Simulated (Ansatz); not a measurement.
# Amorphous polypropylene (as short chains C8H18) at 300 K (78 atoms) under strain

Aim: relax amorphous polypropylene (as short chains C8H18) at 300 K (78 atoms), then change its volume and shape to read moduli from the stress.

Program: Ansatz 0.2.0. Level of theory: Kohn-Sham DFT, r2SCAN+D3(BJ), PAW (set soft_2), plane waves. Values are calculated unless marked as measured.

### Step 1. The system as given

The cell holds 78 atoms: 24 C and 54 H. Its edges and angles: a = 8.864 Å, b = 8.864 Å, c = 8.864 Å, α = 90.0°, β = 90.0°, γ = 90.0°. 3 polypropylene chains of 2 units with methyl end groups placed at random, at 0.817 g/cm³; overlaps pushed apart, then 20 ps at 800 K with MMFF94 bonds, angles, torsions, charges and radii (Halgren, J. Comput. Chem. 17, 490 (1996)) in harmonic and 12-6 forms. Snapshot after 30 ps at 300 K and fixed volume.

What the set-up can't give: The network of contacts between molecules at the start is that of the classical potential that made the cell, and needn't be the one that DFT or experiment would give. Sampling is at Γ alone.

### Step 2. Single point at the start

The forces at the start show how far the geometry lies from a minimum of this functional.

The input, input.yaml:

```yaml
crystal:
  lattice:
    - [8.86432, 0.0, 0.0]
    - [0.0, 8.86432, 0.0]
    - [0.0, 0.0, 8.86432]
  atoms:
    - { symbol: C, position: [0.34169, 0.33868, 0.30422] }
    - { symbol: C, position: [0.30536, 0.43081, 0.44664] }
    - { symbol: C, position: [0.33992, 0.33599, 0.58783] }
    - { symbol: C, position: [0.30714, 0.43552, 0.72562] }
    - { symbol: C, position: [0.23278, 0.20093, 0.59745] }
    - { symbol: C, position: [0.247, 0.10585, 0.73498] }
    - { symbol: C, position: [0.13837, 0.96943, 0.72814] }
    - { symbol: C, position: [0.41157, 0.05105, 0.74777] }
    - { symbol: H, position: [0.28164, 0.23534, 0.28897] }
    - { symbol: H, position: [0.29576, 0.4101, 0.21016] }
    - { symbol: H, position: [0.46247, 0.30617, 0.30843] }
    - { symbol: H, position: [0.18833, 0.46042, 0.43229] }
    - { symbol: H, position: [0.37225, 0.53304, 0.4436] }
    - { symbol: H, position: [0.45812, 0.31641, 0.58525] }
    - { symbol: H, position: [0.3387, 0.37828, 0.83457] }
    - { symbol: H, position: [0.35288, 0.54095, 0.70679] }
    - { symbol: H, position: [0.1827, 0.44164, 0.72253] }
    - { symbol: H, position: [0.2545, 0.12423, 0.50013] }
    - { symbol: H, position: [0.1192, 0.22677, 0.58448] }
    - { symbol: H, position: [0.22855, 0.17721, 0.83528] }
    - { symbol: H, position: [0.16561, 0.8706, 0.65469] }
    - { symbol: H, position: [0.02873, 0.02531, 0.69669] }
    - { symbol: H, position: [0.10792, 0.91904, 0.83083] }
    - { symbol: H, position: [0.43813, 0.00313, 0.63977] }
    - { symbol: H, position: [0.48574, 0.14243, 0.77624] }
    - { symbol: H, position: [0.42771, 0.96651, 0.83451] }
    - { symbol: C, position: [0.88378, 0.35075, 0.2928] }
    - { symbol: C, position: [0.947, 0.43626, 0.16887] }
    - { symbol: C, position: [0.84082, 0.40614, 0.03282] }
    - { symbol: C, position: [0.88294, 0.25598, 0.95954] }
    - { symbol: C, position: [0.88983, 0.53383, 0.92047] }
    - { symbol: C, position: [0.82248, 0.53243, 0.75583] }
    - { symbol: C, position: [0.66046, 0.57111, 0.75335] }
    - { symbol: C, position: [0.92024, 0.64115, 0.64876] }
    - { symbol: H, position: [0.87331, 0.22746, 0.27204] }
    - { symbol: H, position: [0.76887, 0.38704, 0.32145] }
    - { symbol: H, position: [0.93869, 0.37859, 0.40121] }
    - { symbol: H, position: [0.94043, 0.55574, 0.20026] }
    - { symbol: H, position: [0.06911, 0.40766, 0.15435] }
    - { symbol: H, position: [0.72292, 0.42141, 0.06152] }
    - { symbol: H, position: [0.9897, 0.25889, 0.89086] }
    - { symbol: H, position: [0.79725, 0.22456, 0.87502] }
    - { symbol: H, position: [0.86872, 0.16754, 0.03676] }
    - { symbol: H, position: [0.85987, 0.648, 0.9677] }
    - { symbol: H, position: [0.00776, 0.52535, 0.92661] }
    - { symbol: H, position: [0.84118, 0.41938, 0.7167] }
    - { symbol: H, position: [0.62385, 0.57533, 0.63908] }
    - { symbol: H, position: [0.59301, 0.49542, 0.82218] }
    - { symbol: H, position: [0.64174, 0.68228, 0.80626] }
    - { symbol: H, position: [0.04692, 0.6354, 0.68242] }
    - { symbol: H, position: [0.91795, 0.61029, 0.53711] }
    - { symbol: H, position: [0.87646, 0.75256, 0.65641] }
    - { symbol: C, position: [0.06814, 0.87037, 0.26414] }
    - { symbol: C, position: [0.22296, 0.80361, 0.29121] }
    - { symbol: C, position: [0.32524, 0.79626, 0.1506] }
    - { symbol: C, position: [0.25871, 0.70107, 0.02654] }
    - { symbol: C, position: [0.48482, 0.7481, 0.18913] }
    - { symbol: C, position: [0.57868, 0.86411, 0.27233] }
    - { symbol: C, position: [0.71048, 0.78786, 0.3426] }
    - { symbol: C, position: [0.65309, 0.96669, 0.15644] }
    - { symbol: H, position: [0.01616, 0.89537, 0.36754] }
    - { symbol: H, position: [0.99598, 0.80921, 0.18734] }
    - { symbol: H, position: [0.06941, 0.98148, 0.21493] }
    - { symbol: H, position: [0.2112, 0.69164, 0.33645] }
    - { symbol: H, position: [0.27673, 0.87642, 0.37314] }
    - { symbol: H, position: [0.32978, 0.91572, 0.11036] }
    - { symbol: H, position: [0.33966, 0.68328, 0.93646] }
    - { symbol: H, position: [0.15528, 0.73872, 0.97567] }
    - { symbol: H, position: [0.23711, 0.58581, 0.06873] }
    - { symbol: H, position: [0.5486, 0.70999, 0.0886] }
    - { symbol: H, position: [0.47431, 0.649, 0.26078] }
    - { symbol: H, position: [0.52222, 0.92709, 0.36373] }
    - { symbol: H, position: [0.76556, 0.71272, 0.26255] }
    - { symbol: H, position: [0.79485, 0.86226, 0.38532] }
    - { symbol: H, position: [0.65943, 0.7285, 0.43733] }
    - { symbol: H, position: [0.73051, 0.91142, 0.07625] }
    - { symbol: H, position: [0.5545, 0.01251, 0.08807] }
    - { symbol: H, position: [0.711, 0.05604, 0.2087] }
kpoints:
  mp_grid: { grid: [1, 1, 1] }
hamiltonian:
  xc: r2scan
  dispersion: d3bj
scf:
  occupations: { method: fermi_dirac, width: 0.025 }
output:
  forces: true
```

Run with:

```bash
$ ansatz run input.yaml --threads 4 --pin off --max-ram 8192MiB --backend cpu --events-out ev --progress --plain --runs-dir out
```

The log of the run:

```text
Warning: the engine holds no damping parameters fitted to this dispersion correction and functional, so the run takes those fitted to r2scan beside the three-body term, which d3bj leaves out (hamiltonian.dispersion, under Limitations)
[...]
Pseudopotentials: kind: paw
Pseudopotential: C, paw, valence charge 4, recommended cutoff 500 eV (meta_gga), C.paw.azcp
Pseudopotential: H, paw, valence charge 1, recommended cutoff 500 eV (meta_gga), H.paw.azcp
[... 6 lines on functional and potentials left out ...]
Crystal: 78 atoms, lattice volume = 696.524 Å³
Basis set: ecut = 500 eV, 17773 PW (Γ), exchange–correlation on 288×288×288 points (64 copies of the dense FFT grid, shifted against one another)
Bands: 153, of which v1, the nominal top of the filled ones, is band 75 counted from 1 (74 counted from 0)
Symmetry: 1 space group operations
Space group: P1 (ITA 1), of the structure as read, at distance tolerance 8.9e-5 Å
k-points: 1
[... 6 lines on functional and potentials left out ...]
Initial density: superposition of atomic densities (neutral atoms: chi_scale 0, normalization atom), corrected by the library's trained network
Initial wavefunctions: pseudopotential atomic-orbital guess
[...]
SCF iter   1: F=—  HF=-6915.359694 eV  |F-HF|=—  |Δ(HF+E_count)|=         —  Δρ=5.93e-3  dr2=1.78e-1  dr2_τ=5.48e0  ethr=1.77e-3  ⟨swp⟩=6.0  Hψ=733  notcnv=0  defer=28
preconditioner: auto → Resta (q_TF=auto, 2.112 Å⁻¹)  ε∞=2.1  [insulator: Δε(μ)=5.991 eV  Ē_g=16.377 eV  σ=0.025 eV  W_gap=1.00  n_scr=92 (ndim 8)  ℏωp=17.2 eV  f_vac=0.196  D(μ)=0.00/eV (n_scr^D=0)  ε∞_Penn≈2.1]
SCF iter   2: F=—  HF=-6914.055929 eV  |F-HF|=—  |Δ(HF+E_count)|=    1.30e0  Δρ=3.17e-3  dr2=4.25e-2  dr2_τ=2.62e-3  ethr=1.18e-4  ⟨swp⟩=3.0  Hψ=265  notcnv=0  defer=71
SCF iter   3: F=—  HF=-6914.056099 eV  |F-HF|=—  |Δ(HF+E_count)|=   1.70e-4  Δρ=5.70e-4  dr2=3.35e-3  dr2_τ=3.29e-4  ethr=2.83e-5  ⟨swp⟩=3.0  Hψ=143  notcnv=0  defer=4
automatic band count: iteration 3 solves 86 bands in place of 153: the levels show a gap, and the empty bands left out lie too high to hold charge; the band table lists the bands solved (type scf.n_extra_bands for more)
SCF iter   4: F=—  HF=-6914.058221 eV  |F-HF|=—  |Δ(HF+E_count)|=   2.12e-3  Δρ=2.44e-4  dr2=5.59e-4  dr2_τ=8.59e-5  ethr=2.24e-6  ⟨swp⟩=2.0  Hψ=159  notcnv=0  defer=4
SCF iter   5: F=—  HF=-6914.058961 eV  |F-HF|=—  |Δ(HF+E_count)|=   7.40e-4  Δρ=8.43e-5  dr2=7.54e-5  dr2_τ=4.30e-6  ethr=3.73e-7  ⟨swp⟩=2.0  Hψ=159  notcnv=0  defer=4
SCF iter   6: F=—  HF=-6914.059728 eV  |F-HF|=—  |Δ(HF+E_count)|=   7.67e-4  Δρ=1.92e-5  dr2=4.22e-6  dr2_τ=3.18e-7  ethr=5.03e-8  ⟨swp⟩=2.0  Hψ=168  notcnv=0  defer=4
SCF iter   7: F=—  HF=-6914.059742 eV  |F-HF|=—  |Δ(HF+E_count)|=   1.38e-5  Δρ=9.50e-6  dr2=7.73e-7  dr2_τ=9.41e-8  ethr=2.81e-9  ⟨swp⟩=2.0  Hψ=155  notcnv=0  defer=4
SCF iter   8: F=-6914.059743 eV  HF=-6914.059743 eV  |F-HF|=1.62e-7  |Δ(HF+E_count)|=   1.02e-6  Δρ=2.30e-6  dr2=4.51e-8  dr2_τ=4.20e-9  ethr=6.67e-11  ⟨swp⟩=3.0  Hψ=395  notcnv=0
SCF 1 converged in 8 iterations: F = -6914.059743 eV  dr2 = 4.51e-8
[...]
SCF converged after 8 iterations
Free energy (F): -6914.059743 eV
Harris-Foulkes:  -6914.059743 eV  (|F-HF|=1.62e-7)
Internal energy: -6914.059743 eV  (E = F + TS)
E sigma→0 (E₀):  -6914.059743 eV
Fermi energy:    0.784742 eV
--- Per-component energies (eV) ---
[...]
Σ components = -6914.059743   (vs F -6914.059743, Δ=0.00e0)
--- Forces (eV/Å), atoms counted from 1 ---
  atom   1  C      0.18772467     1.27221237    -0.38083060
  atom   2  C      0.32970936    -1.82321243    -0.59770633
  atom   3  C     -2.11056517     1.60109901     0.44980626
  atom   4  C     -1.60321194    -2.78112347     0.40004246
[...]
atom  78  H      0.59383640     1.14577716     0.52712060
  max |Σ_I F_I| component: 1.01e-4 eV/Å
```

The job ended after 14 s (4 threads of Intel Xeon Platinum 8488C (Sapphire Rapids), shared host; peak memory 2.1 GiB; 54 s of CPU time).

Notices of the run: dispersion damping borrowed.

The r.m.s. force at the start is 0.93 eV/Å.

### Step 3. Cell and atoms relaxed

The cell is relaxed with the atoms, since the starting lattice needn't suit this functional.

The input, input.yaml:

```yaml
crystal:
  lattice:
    - [8.86432, 0.0, 0.0]
    - [0.0, 8.86432, 0.0]
    - [0.0, 0.0, 8.86432]
  atoms:
    [... the 78 atom lines of step 2 ...]
kpoints:
  mp_grid: { grid: [1, 1, 1] }
hamiltonian:
  xc: r2scan
  dispersion: d3bj
scf:
  occupations: { method: fermi_dirac, width: 0.025 }
output:
  forces: true
relax:
  f_tol: 0.05
  max_steps: 150
  cell: {}
```

The log of the run:

```text
[...]
Crystal: 78 atoms, lattice volume = 696.524 Å³
Basis set: ecut = 500 eV, 17773 PW (Γ), exchange–correlation on 288×288×288 points (64 copies of the dense FFT grid, shifted against one another)
Bands: 153, of which v1, the nominal top of the filled ones, is band 75 counted from 1 (74 counted from 0)
Symmetry: 1 space group operations
[...]
k-points: 1
[...]
SCF iter   1: F=—  HF=-6915.359694 eV  |F-HF|=—  |Δ(HF+E_count)|=         —  Δρ=5.93e-3  dr2=1.78e-1  dr2_τ=5.48e0  ethr=1.77e-3  ⟨swp⟩=6.0  Hψ=733  notcnv=0  defer=28
[...]
SCF iter   8: F=-6914.059743 eV  HF=-6914.059743 eV  |F-HF|=1.62e-7  |Δ(HF+E_count)|=   1.02e-6  Δρ=2.30e-6  dr2=4.51e-8  dr2_τ=4.20e-9  ethr=6.67e-11  ⟨swp⟩=3.0  Hψ=395  notcnv=0
SCF 1 converged in 8 iterations: F = -6914.059743 eV  dr2 = 4.51e-8
[...]
relax step   1: F+E_penalty+E_count = -6914.05974288 eV  Δ(F+E_penalty+E_count) = +0.000e0 eV  max|allowed force component| = 3.540e0 eV/Å  Δτ_max = 0.0000 Å  P = +1.626 GPa  Ω = 696.524 Å³  (8 SCF iters, dr2 threshold 1.00e-7 eV, accepted)
[... from here on, the SCF cycles and remarks between the steps are left out ...]
relax step   2: F+E_penalty+E_count = -6916.85170842 eV  Δ(F+E_penalty+E_count) = -2.792e0 eV  max|allowed force component| = 1.218e0 eV/Å  Δτ_max = 0.1944 Å  P = -0.226 GPa  Ω = 713.945 Å³  energy of the carried Pulay correction = -6.401e-3 eV  (7 SCF iters, dr2 threshold 7.80e-6 eV, accepted)
relax step   3: F+E_penalty+E_count = -6917.25555231 eV  Δ(F+E_penalty+E_count) = -4.038e-1 eV  max|allowed force component| = 4.405e-1 eV/Å  Δτ_max = 0.2000 Å  P = +0.026 GPa  Ω = 693.998 Å³  energy of the carried Pulay correction = +9.417e-4 eV  (7 SCF iters, dr2 threshold 7.80e-6 eV, accepted)
relax step   4: F+E_penalty+E_count = -6917.39740956 eV  Δ(F+E_penalty+E_count) = -1.419e-1 eV  max|allowed force component| = 1.511e-1 eV/Å  Δτ_max = 0.2000 Å  P = -0.054 GPa  Ω = 692.179 Å³  energy of the carried Pulay correction = +1.622e-3 eV  (7 SCF iters, dr2 threshold 7.80e-6 eV, accepted)
relax step   5: F+E_penalty+E_count = -6917.38698160 eV  Δ(F+E_penalty+E_count) = +1.043e-2 eV  max|allowed force component| = 5.709e-1 eV/Å  Δτ_max = 0.1433 Å  P = -0.021 GPa  Ω = 684.525 Å³  energy of the carried Pulay correction = +4.503e-3 eV  (7 SCF iters, dr2 threshold 1.43e-6 eV, rejected (line search))
relax step   6: F+E_penalty+E_count = -6917.43123566 eV  Δ(F+E_penalty+E_count) = -3.383e-2 eV  max|allowed force component| = 4.061e-2 eV/Å  Δτ_max = 0.0703 Å  P = -0.023 GPa  Ω = 685.400 Å³  energy of the carried Pulay correction = +4.172e-3 eV  (10 SCF iters, accepted)
relax step   7: F+E_penalty+E_count = -6917.45851820 eV  Δ(F+E_penalty+E_count) = -2.728e-2 eV  max|allowed force component| = 6.231e-2 eV/Å  Δτ_max = 0.0975 Å  P = -0.057 GPa  Ω = 677.872 Å³  energy of the carried Pulay correction = +7.034e-3 eV  (9 SCF iters, dr2 threshold 1.14e-8 eV, accepted)
relax step   8: F+E_penalty+E_count = -6917.48683340 eV  Δ(F+E_penalty+E_count) = -2.832e-2 eV  max|allowed force component| = 7.399e-2 eV/Å  Δτ_max = 0.1447 Å  P = -0.045 GPa  Ω = 668.480 Å³  energy of the carried Pulay correction = +1.065e-2 eV  (8 SCF iters, dr2 threshold 2.43e-7 eV, accepted)
relax step   9: F+E_penalty+E_count = -6917.51182313 eV  Δ(F+E_penalty+E_count) = -2.499e-2 eV  max|allowed force component| = 8.523e-2 eV/Å  Δτ_max = 0.1944 Å  P = -0.130 GPa  Ω = 657.827 Å³  energy of the carried Pulay correction = +1.481e-2 eV  (8 SCF iters, dr2 threshold 3.42e-7 eV, accepted)
relax step  10: F+E_penalty+E_count = -6917.53086492 eV  Δ(F+E_penalty+E_count) = -1.904e-2 eV  max|allowed force component| = 9.300e-2 eV/Å  Δτ_max = 0.1930 Å  P = +0.077 GPa  Ω = 653.083 Å³  energy of the carried Pulay correction = +1.668e-2 eV  (7 SCF iters, dr2 threshold 4.54e-7 eV, accepted)
relax step  11: F+E_penalty+E_count = -6917.55008572 eV  Δ(F+E_penalty+E_count) = -1.922e-2 eV  max|allowed force component| = 1.285e-1 eV/Å  Δτ_max = 0.1950 Å  P = -0.168 GPa  Ω = 648.385 Å³  energy of the carried Pulay correction = +1.855e-2 eV  (7 SCF iters, dr2 threshold 5.41e-7 eV, accepted)
relax step  12: F+E_penalty+E_count = -6917.57254430 eV  Δ(F+E_penalty+E_count) = -2.246e-2 eV  max|allowed force component| = 9.883e-2 eV/Å  Δτ_max = 0.1938 Å  P = -0.112 GPa  Ω = 646.360 Å³  energy of the carried Pulay correction = +1.936e-2 eV  (7 SCF iters, dr2 threshold 1.03e-6 eV, accepted)
relax step  13: F+E_penalty+E_count = -6917.58719406 eV  Δ(F+E_penalty+E_count) = -1.465e-2 eV  max|allowed force component| = 1.117e-1 eV/Å  Δτ_max = 0.1970 Å  P = -0.017 GPa  Ω = 641.383 Å³  energy of the carried Pulay correction = +2.136e-2 eV  (7 SCF iters, dr2 threshold 6.11e-7 eV, accepted)
relax step  14: F+E_penalty+E_count = -6917.54986137 eV  Δ(F+E_penalty+E_count) = +3.733e-2 eV  max|allowed force component| = 3.990e-1 eV/Å  Δτ_max = 0.1829 Å  P = +0.181 GPa  Ω = 645.943 Å³  energy of the carried Pulay correction = +1.953e-2 eV  (7 SCF iters, dr2 threshold 7.80e-7 eV, rejected (line search))
[...]
relax step  24: F+E_penalty+E_count = -6917.64489187 eV  Δ(F+E_penalty+E_count) = -3.452e-3 eV  max|allowed force component| = 4.465e-2 eV/Å  Δτ_max = 0.0956 Å  P = -0.066 GPa  Ω = 636.502 Å³  energy of the carried Pulay correction = +2.334e-2 eV  (7 SCF iters, dr2 threshold 2.99e-7 eV, accepted)
relax step  25: F+E_penalty+E_count = -6917.64668815 eV  Δ(F+E_penalty+E_count) = -1.796e-3 eV  max|allowed force component| = 4.997e-2 eV/Å  Δτ_max = 0.0571 Å  P = -0.098 GPa  Ω = 635.943 Å³  energy of the carried Pulay correction = +2.357e-2 eV  (7 SCF iters, dr2 threshold 1.77e-8 eV, accepted)
relax step  26: F+E_penalty+E_count = -6917.64894306 eV  Δ(F+E_penalty+E_count) = -2.255e-3 eV  max|allowed force component| = 2.754e-2 eV/Å  Δτ_max = 0.0573 Å  P = -0.020 GPa  Ω = 635.106 Å³  energy of the carried Pulay correction = +2.391e-2 eV  (7 SCF iters, dr2 threshold 4.10e-8 eV, accepted)
relax step  27: F+E_penalty+E_count = -6917.64948793 eV  Δ(F+E_penalty+E_count) = -5.449e-4 eV  max|allowed force component| = 9.565e-2 eV/Å  Δτ_max = 0.1427 Å  P = -0.105 GPa  Ω = 633.524 Å³  energy of the carried Pulay correction = +2.455e-2 eV  (10 SCF iters, rejected (line search))
relax step  28: F+E_penalty+E_count = -6917.65113800 eV  Δ(F+E_penalty+E_count) = -2.195e-3 eV  max|allowed force component| = 2.107e-2 eV/Å  Δτ_max = 0.0712 Å  P = +0.045 GPa  Ω = 634.364 Å³  energy of the carried Pulay correction = +2.421e-2 eV  (9 SCF iters, accepted)
relax step  29: F+E_penalty+E_count = -6917.65232483 eV  Δ(F+E_penalty+E_count) = -1.187e-3 eV  max|allowed force component| = 2.747e-2 eV/Å  Δτ_max = 0.0969 Å  P = -0.025 GPa  Ω = 633.480 Å³  energy of the carried Pulay correction = +2.457e-2 eV  (8 SCF iters, dr2 threshold 1.02e-8 eV, accepted)
relax step  30: F+E_penalty+E_count = -6917.65271091 eV  Δ(F+E_penalty+E_count) = -3.861e-4 eV  max|allowed force component| = 9.279e-3 eV/Å  Δτ_max = 0.0174 Å  P = -0.005 GPa  Ω = 633.827 Å³  energy of the carried Pulay correction = +2.443e-2 eV  (7 SCF iters, dr2 threshold 8.17e-9 eV, accepted)
relax step  31: F+E_penalty+E_count = -6917.66202945 eV  Δ(F+E_penalty+E_count) = -9.319e-3 eV  max|allowed force component| = 1.211e-2 eV/Å  Δτ_max = 0.0000 Å  P = +0.055 GPa  Ω = 633.827 Å³  stress off target by 1.77e-1 GPa  SCF on the basis re-selected at this cell (its energy is not comparable with the rows above)  (6 SCF iters)
relax step  32: F+E_penalty+E_count = -6917.66571288 eV  Δ(F+E_penalty+E_count) = -3.683e-3 eV  max|allowed force component| = 3.456e-2 eV/Å  Δτ_max = 0.1117 Å  P = -0.022 GPa  Ω = 635.471 Å³  energy of the carried Pulay correction = -6.511e-4 eV  (8 SCF iters, dr2 threshold 7.87e-8 eV, accepted)
relax step  33: F+E_penalty+E_count = -6917.66721391 eV  Δ(F+E_penalty+E_count) = -1.501e-3 eV  max|allowed force component| = 2.022e-2 eV/Å  Δτ_max = 0.0642 Å  P = -0.001 GPa  Ω = 638.653 Å³  energy of the carried Pulay correction = -1.928e-3 eV  (8 SCF iters, dr2 threshold 2.43e-8 eV, accepted)
relax step  34: F+E_penalty+E_count = -6917.66809064 eV  Δ(F+E_penalty+E_count) = -8.767e-4 eV  max|allowed force component| = 1.132e-2 eV/Å  Δτ_max = 0.0231 Å  P = +0.006 GPa  Ω = 639.240 Å³  energy of the carried Pulay correction = -2.153e-3 eV  (7 SCF iters, dr2 threshold 1.29e-8 eV, accepted)
relax step  35: F+E_penalty+E_count = -6917.66940504 eV  Δ(F+E_penalty+E_count) = -1.314e-3 eV  max|allowed force component| = 1.985e-2 eV/Å  Δτ_max = 0.0420 Å  P = -0.003 GPa  Ω = 639.159 Å³  energy of the carried Pulay correction = -2.098e-3 eV  (9 SCF iters, accepted)
relax step  36: F+E_penalty+E_count = -6917.67026665 eV  Δ(F+E_penalty+E_count) = -8.616e-4 eV  max|allowed force component| = 1.634e-2 eV/Å  Δτ_max = 0.0261 Å  P = -0.015 GPa  Ω = 638.603 Å³  energy of the carried Pulay correction = -1.862e-3 eV  (8 SCF iters, accepted)
relax step  37: F+E_penalty+E_count = -6917.67120228 eV  Δ(F+E_penalty+E_count) = -9.356e-4 eV  max|allowed force component| = 8.824e-3 eV/Å  Δτ_max = 0.0339 Å  P = -0.021 GPa  Ω = 637.851 Å³  energy of the carried Pulay correction = -1.551e-3 eV  (8 SCF iters, dr2 threshold 6.67e-9 eV, accepted)
relax step  38: F+E_penalty+E_count = -6917.67367945 eV  Δ(F+E_penalty+E_count) = -2.477e-3 eV  max|allowed force component| = 9.092e-3 eV/Å  Δτ_max = 0.0000 Å  P = -0.018 GPa  Ω = 637.851 Å³  stress off target by 3.90e-2 GPa  SCF on the basis re-selected at this cell (its energy is not comparable with the rows above)  (5 SCF iters)
[...]
SCF converged after 5 iterations
Free energy (F): -6917.673679 eV
[...]
Internal energy: -6917.673679 eV  (E = F + TS)
E sigma→0 (E₀):  -6917.673679 eV
Fermi energy:    1.094731 eV
[...]
Σ components = -6917.673679   (vs F -6917.673679, Δ=0.00e0)
--- Forces (eV/Å), atoms counted from 1 ---
  atom   1  C      0.00067065    -0.00398278     0.00462128
  atom   2  C      0.00371063     0.00243896    -0.00110979
  atom   3  C      0.00095504    -0.00076423     0.00070319
  atom   4  C      0.00058882    -0.00147184     0.00113613
[...]
atom  78  H     -0.00279411    -0.00232002    -0.00048140
  max |Σ_I F_I| component: 8.11e-5 eV/Å
--- Stress (GPa, compression-positive) ---
       -0.007928       0.000354      -0.011661
        0.000354      -0.035270      -0.009634
       -0.011661      -0.009634      -0.010539
  P = ⅓ Tr σ = -0.0179 GPa (-0.179 kbar)
--- Relaxed structure (36 steps of the walk, 32 accepted, 2 SCFs on fresh bases) ---
  F+E_penalty+E_count = -6917.67367945 eV   max|allowed force component| = 9.092e-3 eV/Å   (the final SCF, on the basis selected at the relaxed cell)
  cell:  # Å, volume = 637.8509 Å³
    - [8.543127, 0.978330, 0.067274]
    - [0.978330, 9.780671, -0.011574]
    - [0.067274, -0.011574, 7.722698]
  atoms:
    - { symbol: C, position: [0.337835, 0.299798, 0.254658] }
    - { symbol: C, position: [0.304983, 0.370693, 0.431850] }
    - { symbol: C, position: [0.340673, 0.269765, 0.584830] }
    - { symbol: C, position: [0.343402, 0.350234, 0.753847] }
[...]
- { symbol: H, position: [0.678321, 0.060900, 0.115931] }
```

Elapsed: 8.6 min, on 4 threads; peak memory 2.1 GiB.

The relaxation converged after 36 steps, with a largest force component of 0.0091 eV/Å.

[end of part 1 of 3]

[Long decimals in the printed logs are rounded to 6 places.]

[Logs are printed without paths, hosts, clocks, repeated set-up lines and the standing remarks that a program may print on its own settings, such as how far it seeks lower states.]

[Hosts, paths, dates, database ids (printed as entryN), source tags and the programs' standing remarks are cut or masked in the printed files.]

[The MMFF94 radii named for the starting cell were scaled by 0.96; in molecules described by MMFF94, hydrogen bound to N, O or S took a small fixed 12-6 site in their place.]
